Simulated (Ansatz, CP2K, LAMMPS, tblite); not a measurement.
# Running amorphous poly(vinyl fluoride) (as short chains C22F10H36) at 300 K (136 atoms) with CP2K

Wanted: CP2K inputs and outputs for amorphous poly(vinyl fluoride) (as short chains C22F10H36) at 300 K (136 atoms), checked against a plane-wave reference.

Method: the method is named at each step, in CP2K 2026.2.

**1. Starting point**

The cell holds 136 atoms: 44 C, 20 F and 72 H. Cell: a = 10.781 Å, b = 10.781 Å, c = 10.781 Å, α = 90.0°, β = 90.0°, γ = 90.0°. 2 poly(vinyl fluoride) chains of 10 units with methyl end groups placed at random, at 1.3 g/cm³; overlaps pushed apart, then 20 ps at 800 K with MMFF94 bonds, angles, torsions, charges and radii (Halgren, J. Comput. Chem. 17, 490 (1996)) in harmonic and 12-6 forms. Snapshot after 30 ps at 300 K and fixed volume.

The yardstick, on the same geometry:

```
method                                           : Kohn-Sham DFT, PBE, PAW, plane waves (Ansatz 0.2.0); cutoff 420 eV, Γ point, fermi-dirac smearing of 0.05 eV; PAW set soft_2
r.m.s. force component                           : 0.9904 eV/Å
longest force                                    : 4.455 eV/Å
pressure                                         : 5.799 GPa
gap (highest filled to lowest empty level) : 6.168 eV
SCF cycles                                       : 9
time                                             : 14 s on 4 threads of Arm Neoverse V2, shared host
CPU time                                         : 51 s
```

**2. PBE, DZVP-MOLOPT-SR, 600/50 Ry, diagonalisation**

Method: Kohn-Sham DFT, PBE, GTH-PBE pseudopotentials, Gaussian and plane waves, DZVP-MOLOPT-SR-GTH, diagonalisation.

input.inp reads:

```
&GLOBAL
  PROJECT cell
  RUN_TYPE ENERGY_FORCE
  PRINT_LEVEL LOW
&END GLOBAL
&FORCE_EVAL
  METHOD QS
  STRESS_TENSOR ANALYTICAL
  &DFT
    BASIS_SET_FILE_NAME BASIS_MOLOPT
    POTENTIAL_FILE_NAME GTH_POTENTIALS
    &MGRID
      CUTOFF 600
      REL_CUTOFF 50
      NGRIDS 5
    &END MGRID
    &QS
      EPS_DEFAULT 1.0E-12
    &END QS
    &SCF
      SCF_GUESS ATOMIC
      EPS_SCF 1.0E-06
      MAX_SCF 200
      ADDED_MOS 17
      &DIAGONALIZATION
        ALGORITHM STANDARD
      &END DIAGONALIZATION
      &SMEAR ON
        METHOD FERMI_DIRAC
        ELECTRONIC_TEMPERATURE [K] 580
      &END SMEAR
      &MIXING
        METHOD BROYDEN_MIXING
        ALPHA 0.3
        NBROYDEN 8
      &END MIXING
      &PRINT
        &RESTART OFF
        &END RESTART
      &END PRINT
    &END SCF
    &XC
      &XC_FUNCTIONAL PBE
      &END XC_FUNCTIONAL
    &END XC
    &PRINT
      &MULLIKEN ON
      &END MULLIKEN
      &HIRSHFELD ON
        SHAPE_FUNCTION DENSITY
      &END HIRSHFELD
      &MO ON
        EIGENVALUES T
        OCCUPATION_NUMBERS T
        MO_INDEX_RANGE 183 206
        &EACH
          QS_SCF 0
        &END EACH
        ADD_LAST NUMERIC
      &END MO
    &END PRINT
  &END DFT
  &SUBSYS
    &CELL
      A 10.78108 0.00000 0.00000
      B 0.00000 10.78108 0.00000
      C 0.00000 0.00000 10.78108
    &END CELL
    &COORD
      SCALED
      C 0.23076 0.35155 0.11925
      C 0.33638 0.29446 0.18900
      C 0.42683 0.22599 0.09353
      F 0.36238 0.12866 0.04527
      C 0.53278 0.17328 0.15732
      C 0.63265 0.27379 0.17325
      F 0.58776 0.37659 0.23331
      C 0.72661 0.21350 0.25936
      C 0.79968 0.31695 0.32769
      F 0.87962 0.26538 0.41826
      C 0.87124 0.40634 0.25020
      C 0.83389 0.54333 0.28327
      F 0.89204 0.61687 0.19847
      C 0.87416 0.58068 0.41584
      C 0.85958 0.71662 0.44373
      F 0.94967 0.77364 0.37848
      C 0.74006 0.77848 0.39359
      C 0.73879 0.91619 0.42909
      F 0.85213 0.96695 0.39868
      C 0.70794 0.92285 0.56935
      C 0.67914 0.05080 0.61520
      F 0.59104 0.09951 0.54016
      C 0.63697 0.05059 0.75387
      C 0.60242 0.17950 0.79081
      F 0.62589 0.19132 0.91362
      C 0.47067 0.21778 0.76581
      C 0.45816 0.35782 0.73590
      F 0.53373 0.42201 0.81972
      C 0.49240 0.38535 0.59719
      C 0.48160 0.52186 0.57264
      F 0.59576 0.57684 0.59466
      C 0.44093 0.54236 0.44251
      H 0.25953 0.40910 0.04340
      H 0.15992 0.39881 0.17882
      H 0.17588 0.27209 0.08270
      H 0.30128 0.22816 0.25330
      H 0.38406 0.36575 0.24904
      H 0.45252 0.28323 0.01549
      H 0.51636 0.14122 0.25166
      H 0.57265 0.09777 0.10463
      H 0.66275 0.31360 0.08421
      H 0.68030 0.15570 0.32642
      H 0.78109 0.14927 0.20393
      H 0.72635 0.35999 0.38751
      H 0.85187 0.39855 0.14611
      H 0.97019 0.39016 0.26520
      H 0.73662 0.55364 0.26906
      H 0.81934 0.52889 0.48438
      H 0.96679 0.56121 0.43881
      H 0.87522 0.74084 0.53804
      H 0.72427 0.76634 0.29658
      H 0.66376 0.72208 0.42524
      H 0.66725 0.96486 0.37073
      H 0.62614 0.86135 0.58670
      H 0.79389 0.89718 0.61962
      H 0.75979 0.11506 0.59915
[... 76 atom lines left out ...]
      H 0.29709 0.77032 0.44327
      H 0.23092 0.68556 0.63553
      H 0.14782 0.81613 0.66282
      H 0.11069 0.71690 0.53554
    &END COORD
    &KIND C
      BASIS_SET DZVP-MOLOPT-SR-GTH-q4
      POTENTIAL GTH-PBE-q4
    &END KIND
    &KIND F
      BASIS_SET DZVP-MOLOPT-SR-GTH-q7
      POTENTIAL GTH-PBE-q7
    &END KIND
    &KIND H
      BASIS_SET DZVP-MOLOPT-SR-GTH-q1
      POTENTIAL GTH-PBE-q1
    &END KIND
  &END SUBSYS
  &PRINT
    &FORCES ON
    &END FORCES
    &STRESS_TENSOR ON
    &END STRESS_TENSOR
  &END PRINT
&END FORCE_EVAL
```

The run is started by

```sh
$ OMP_NUM_THREADS=1 mpirun -np 4 cp2k.psmp -i input.inp > output.txt
```

Numbers of over 12 decimals in the logs are rounded to 6 here.

The program printed:

```text
CP2K| version string:                                       CP2K version 2026.2
 CP2K| Input file name                                                 input.inp
 GLOBAL| Basis set file name                                        BASIS_MOLOPT
 GLOBAL| Potential file name                                      GTH_POTENTIALS
 GLOBAL| Run type                                                   ENERGY_FORCE
 GLOBAL| Total number of message passing processes                             4
 GLOBAL| Number of threads for this process                                    1
 TOTAL NUMBERS AND MAXIMUM NUMBERS
  Total number of            - Atomic kinds:                                   3
                             - Atoms:                                        136
                             - Shell sets:                                   136
                             - Shells:                                       536
                             - Primitive Cartesian functions:                680
                             - Cartesian basis functions:                   1256
                             - Spherical basis functions:                   1192
  Maximum angular momentum of- Orbital basis functions:                        2
                             - Local part of the GTH pseudopotential:          2
                             - Non-local part of the GTH pseudopotential:      0
 SCF PARAMETERS         Density guess:                                    ATOMIC
                        max_scf:                                             200
                        eps_scf:                                        1.00E-06
                        added MOs                                        17    0
                        Mixing method:                            BROYDEN_MIXING
                                                charge density mixing in g-space
                        Smear method:                                FERMI_DIRAC
                        Electronic temperature [K]:                        580.0
                        Electronic temperature [a.u.]:                  1.84E-03
                        Accuracy threshold:                             1.00E-10
 Extrapolation method: initial_guess
 Number of electrons:                                                        388
 Number of occupied orbitals:                                                194
 Number of molecular orbitals:                                               211
 Number of orbital functions:                                               1192
 Number of independent orbital functions:                                   1192
 SCF WAVEFUNCTION OPTIMIZATION
  Step     Update method      Time    Convergence         Total energy    Change
     1 NoMix/Diag. 0.30E+00    3.4     0.94507186      -768.2822072021 -7.68E+02
     2 Broy./Diag. 0.30E+00    4.4     0.06844507      -746.1282994393  2.22E+01
     3 Broy./Diag. 0.30E+00    4.5     0.04379725      -769.9835532393 -2.39E+01
     4 Broy./Diag. 0.30E+00    4.4     0.01351233      -778.8744812016 -8.89E+00
[...]
16 Broy./Diag. 0.30E+00    4.5     0.00000152      -777.8536861727  2.39E-05
    17 Broy./Diag. 0.30E+00    4.5     0.00000070      -777.8537242716 -3.81E-05
  *** SCF run converged in    17 steps ***
  Electronic density on regular grids:       -388.0000000007       -0.0000000007
  Core density on regular grids:              387.9999999998       -0.0000000002
  Total charge density on r-space grids:       -0.0000000009
  Total charge density g-space grids:          -0.0000000009
  Overlap energy of the core charge distribution:               3.05979e-05
  Self energy of the core charge distribution:              -1974.543128
  Core Hamiltonian energy:                                    586.960056
  Hartree energy:                                             807.179236
  Exchange-correlation energy:                               -197.449918
  Electronic entropic energy:                                  -0.000000
  Fermi energy:                                                 0.153649
  Total energy:                                              -777.853724
  Total energy (extrapolated to T->0):                       -777.853724
 MO| EIGENVALUES AND OCCUPATION NUMBERS
 MO|
 MO|  Index      Eigenvalue [a.u.]        Eigenvalue [eV]             Occupation
 MO|    183              -0.080990              -2.203855               2.000000
 MO|    184              -0.080525              -2.191198               2.000000
 MO|    185              -0.075316              -2.049462               2.000000
[...]
MO|    205               0.240852               6.553919               0.000000
 MO|    206               0.244187               6.644672               0.000000
 MO| Sum:                                                             388.000000
 MO| E(Fermi):            0.153649 a.u.          4.181012 eV
 MO| Band gap:            0.269108 a.u.          7.322813 eV
 !-----------------------------------------------------------------------------!
                     Mulliken Population Analysis
 #  Atom  Element  Kind  Atomic population                           Net charge
       1     C        1          4.250887                             -0.250887
       2     C        1          4.129810                             -0.129810
       3     C        1          3.931399                              0.068601
[...]
135     H        3          0.955323                              0.044677
     136     H        3          0.922671                              0.077329
 # Total charge                            388.000000                 -0.000000
 !-----------------------------------------------------------------------------!
 !-----------------------------------------------------------------------------!
                           Hirshfeld Charges
  #Atom  Element  Kind  Ref Charge     Population                    Net charge
      1       C      1       4.000          4.133                        -0.133
      2       C      1       4.000          4.087                        -0.087
      3       C      1       4.000          3.950                         0.050
[...]
135       H      3       1.000          0.983                         0.017
    136       H      3       1.000          0.957                         0.043
  Total Charge                                                           -0.000
 !-----------------------------------------------------------------------------!
 ENERGY| Total FORCE_EVAL ( QS ) energy [hartree]           -777.853744
 FORCES| Atomic forces [hartree/bohr]
 FORCES|   Atom     x               y               z               |f|
 FORCES|      1 -4.05636166E-02 -1.90857775E-02  1.10039878E-02   4.61601738E-02
 FORCES|      2  2.98318948E-02  2.48620925E-02 -1.35828933E-02   4.11407412E-02
 FORCES|      3 -3.00974705E-02  3.32823952E-02  4.22679730E-02   6.16454142E-02
[...]
FORCES|    135 -3.57033691E-02  4.09222359E-02  5.62896140E-02   7.82168818E-02
 FORCES|    136 -7.03830443E-03  1.01205545E-02 -2.69645921E-03   1.26188052E-02
 FORCES| Sum     6.63843248E-03  1.74144532E-02 -2.47674324E-02
 FORCES| Total atomic force                                       3.09960913E-02
 STRESS| Analytical stress tensor [bar]
 STRESS|                        x                   y                   z
 STRESS|      x        7.35819359821E+04  -2.70798041590E+03   7.61746017940E+03
 STRESS|      y       -2.70798041590E+03   5.82928151551E+04   8.17297106106E+03
 STRESS|      z        7.61746017940E+03   8.17297106106E+03   6.16572529312E+04
 STRESS| 1/3 Trace                                             6.45106680228E+04
```

The job ended after 89 s (4 MPI ranks of Arm Neoverse V2, shared host; peak memory 4 GiB; 5.9 min of CPU time).

Banners, paths, timers and routine set-up lines are dropped from the logs unmarked, and long logs keep their key lines alone; longer cuts are marked.

Numbers from this run, and their distance from the reference:

```yaml
r_m_s_force_component: 1.072 eV/Å
r_m_s_difference_of_force_components: 149.7 meV/Å
longest_difference_of_force_vectors: 800.9 meV/Å
force_difference_over_r_m_s_force: 15.12 %
slope_of_forces_against_the_reference_s: 1.075
correlation_of_force_components: 0.9926
spacing_of_highest_filled_and_lowest_empty_level: 7.323 eV
gap_difference: 1.155 eV
pressure: 6.451 GPa
pressure_difference: 0.6519 GPa
```

Length of the force difference by element (eV/Å):

```
element  atoms   mean  most
      C     44   0.26  0.54
      F     20   0.48  0.80
      H     72  0.050  0.11
```

Levels nearest the highest filled one (eV from it): -0.68, -0.67, -0.53, -0.52, -0.40, -0.35, -0.33, -0.20, -0.15, -0.10, -0.05, 0.00, 7.32, 7.35, 7.46, 7.49, 7.69, 7.73, 7.75, 7.88, 7.91, 8.00, 8.07, 8.17.

Local excerpt of 12 atoms (numbers count through the whole input) about F4, one of the 20 F atoms; x, y, z are measured from there.

```
atom      x      y      z  distance (Å)  bonds  Hirshfeld charge (e)     Fx     Fy  Fz (eV/Å)
  F4   0.00   0.00   0.00          0.00      1                 -0.06  -1.84  -1.65      -1.53
  C3   0.69   1.05   0.52          1.36      4                  0.05  -1.55   1.71       2.17
 H38   0.97   1.67  -0.32          1.96      1                  0.03   0.17   0.65      -0.18
  C5   1.84   0.48   1.21          2.25      4                 -0.10   1.78   1.07       0.71
 H60   0.42   0.70  -2.23          2.37      1                  0.04   0.90  -0.11      -0.01
 H40   2.27  -0.33   0.64          2.38      1                  0.04   0.26  -0.34      -0.22
  C2  -0.28   1.79   1.55          2.38      4                 -0.09   1.53   1.28      -0.70
H110   0.35  -2.37  -0.15          2.40      1                  0.04  -0.67  -0.05      -0.12
H106  -1.94  -1.54  -0.46          2.52      1                  0.03   0.64  -0.24      -0.48
 H35  -2.01   1.55   0.40          2.57      1                  0.03   0.16   0.42      -0.37
 H36  -0.66   1.07   2.24          2.57      1                  0.03  -0.22  -1.08       0.62
H111  -0.05  -2.12   1.52          2.60      1                  0.04  -0.55   0.56       0.92
```

Forces lie 15 % from the reference's, at 6.9 times its CPU time.

The forces add up to 1.6 eV/Å instead of zero, usually a sign of too coarse a grid.

**3. GFN1-xTB, diagonalisation**

Method: GFN1-xTB tight binding (the program's own implementation), diagonalisation.

input.inp reads:

```
&GLOBAL
  PROJECT cell
  RUN_TYPE ENERGY_FORCE
  PRINT_LEVEL LOW
&END GLOBAL
&FORCE_EVAL
  METHOD QS
  STRESS_TENSOR ANALYTICAL
  &DFT
    &QS
      METHOD XTB
      &XTB
        GFN_TYPE 1
        DO_EWALD T
        CHECK_ATOMIC_CHARGES F
      &END XTB
    &END QS
    &SCF
      SCF_GUESS ATOMIC
      EPS_SCF 1.0E-06
      MAX_SCF 200
      ADDED_MOS 17
      &DIAGONALIZATION
        ALGORITHM STANDARD
      &END DIAGONALIZATION
      &SMEAR ON
        METHOD FERMI_DIRAC
        ELECTRONIC_TEMPERATURE [K] 580
      &END SMEAR
      &MIXING
        METHOD BROYDEN_MIXING
        ALPHA 0.3
        NBROYDEN 8
      &END MIXING
      &PRINT
        &RESTART OFF
        &END RESTART
      &END PRINT
    &END SCF
    &PRINT
      &MULLIKEN ON
      &END MULLIKEN
    &END PRINT
  &END DFT
  &SUBSYS
    &CELL
      A 10.78108 0.00000 0.00000
      B 0.00000 10.78108 0.00000
      C 0.00000 0.00000 10.78108
    &END CELL
    &COORD
      C 2.48784 3.79009 1.28564
      C 3.62654 3.17460 2.03762
      C 4.60169 2.43642 1.00835
      F 3.90685 1.38709 0.48806
      C 5.74394 1.86815 1.69608
      C 6.82065 2.95175 1.86782
      F 6.33669 4.06005 2.51533
      C 7.83364 2.30176 2.79618
      C 8.62141 3.41706 3.53285
      F 9.48325 2.86108 4.50929
      C 9.39291 4.38078 2.69743
      C 8.99023 5.85768 3.05396
      F 9.61715 6.65052 2.13972
      C 9.42439 6.26036 4.48320
      C 9.26720 7.72594 4.78389
      F 10.23847 8.34067 4.08042
      C 7.97865 8.39286 4.24333
      C 7.96495 9.87752 4.62605
      F 9.18688 10.42477 4.29820
      C 7.63236 9.94932 6.13821
[... 112 atom lines left out ...]
      H 3.20295 8.30488 4.77893
      H 2.48957 7.39108 6.85170
      H 1.59366 8.79876 7.14592
      H 1.19336 7.72896 5.77370
    &END COORD
  &END SUBSYS
  &PRINT
    &FORCES ON
    &END FORCES
    &STRESS_TENSOR ON
    &END STRESS_TENSOR
  &END PRINT
&END FORCE_EVAL
```

The run is started by

```sh
$ OMP_NUM_THREADS=1 cp2k.psmp -i input.inp > output.txt
```

The program printed:

```text
CP2K| version string:                                       CP2K version 2026.2
 CP2K| Input file name                                                 input.inp
 GLOBAL| Basis set file name                                           BASIS_SET
 GLOBAL| Potential file name                                           POTENTIAL
[... lines left out ...]
                        Smear method:                                FERMI_DIRAC
[... lines left out ...]
 Number of electrons:                                                        388
[... lines left out ...]
  Step     Update method      Time    Convergence         Total energy    Change
[... lines left out ...]
  *** SCF run converged in    45 steps ***
[... lines left out ...]
  Fermi energy:                                                -0.217619
  Total energy:                                              -234.929548
  Total energy (extrapolated to T->0):                       -234.929548
[... lines left out ...]
 ENERGY| Total FORCE_EVAL ( QS ) energy [hartree]           -234.929549
[... lines left out ...]
 FORCES|      1 -4.25215456E-02 -1.59616109E-02  4.61983230E-03   4.56530143E-02
 FORCES|      2  3.18223739E-02  1.69299128E-02 -8.57791926E-03   3.70522081E-02
 FORCES|      3 -4.67578474E-02  2.50098372E-02  2.49183052E-02   5.85893351E-02
[...]
FORCES|    135 -3.35757995E-02  4.00485485E-02  5.19652700E-02   7.36994561E-02
 FORCES|    136 -2.94366781E-03  1.26723107E-02 -2.87825941E-04   1.30128968E-02
 FORCES| Sum    -4.90753271E-15 -4.15986690E-15  1.00630225E-15
 FORCES| Total atomic force                                       6.51160611E-15
 STRESS| Analytical stress tensor [bar]
 STRESS|                        x                   y                   z
 STRESS|      x        2.58484770025E+04  -7.05067084767E+03   1.09345102503E+01
 STRESS|      y       -7.05067084767E+03   2.02404963292E+04   6.08700086334E+03
 STRESS|      z        1.09345102503E+01   6.08700086334E+03   1.79949469109E+04
 STRESS| 1/3 Trace                                             2.13613067475E+04
```

It took 6.2 s on 1 thread; peak memory 0.25 GiB.

Compared with the plane-wave run:

```yaml
r_m_s_force_component: 0.8295 eV/Å
r_m_s_difference_of_force_components: 396.4 meV/Å
longest_difference_of_force_vectors: 1584 meV/Å
force_difference_over_r_m_s_force: 40.02 %
slope_of_forces_against_the_reference_s: 0.7707
correlation_of_force_components: 0.9201
pressure: 2.136 GPa
pressure_difference: -3.663 GPa
```

Against the first run (15 %), the force difference from the reference is 40 %, at 0.017 times the CPU time (on 1 against 4 cores) (45 SCF steps against 17); the model has changed, so this is no error of the program alone.

(Part 1 of 3 ends here.)

[Also dropped from logs without a mark: logging warnings of Python, and SIESTA's first energy breakdown and zero terms.]

[Logs are printed without paths, hosts, clocks, repeated set-up lines and the standing remarks that a program may print on its own settings, such as how far it seeks lower states.]

[Hosts, paths, dates, database ids (printed as entryN), source tags and the programs' standing remarks are cut or masked in the printed files.]

[The MMFF94 radii named for the starting cell were scaled by 0.96; in molecules described by MMFF94, hydrogen bound to N, O or S took a small fixed 12-6 site in their place.]
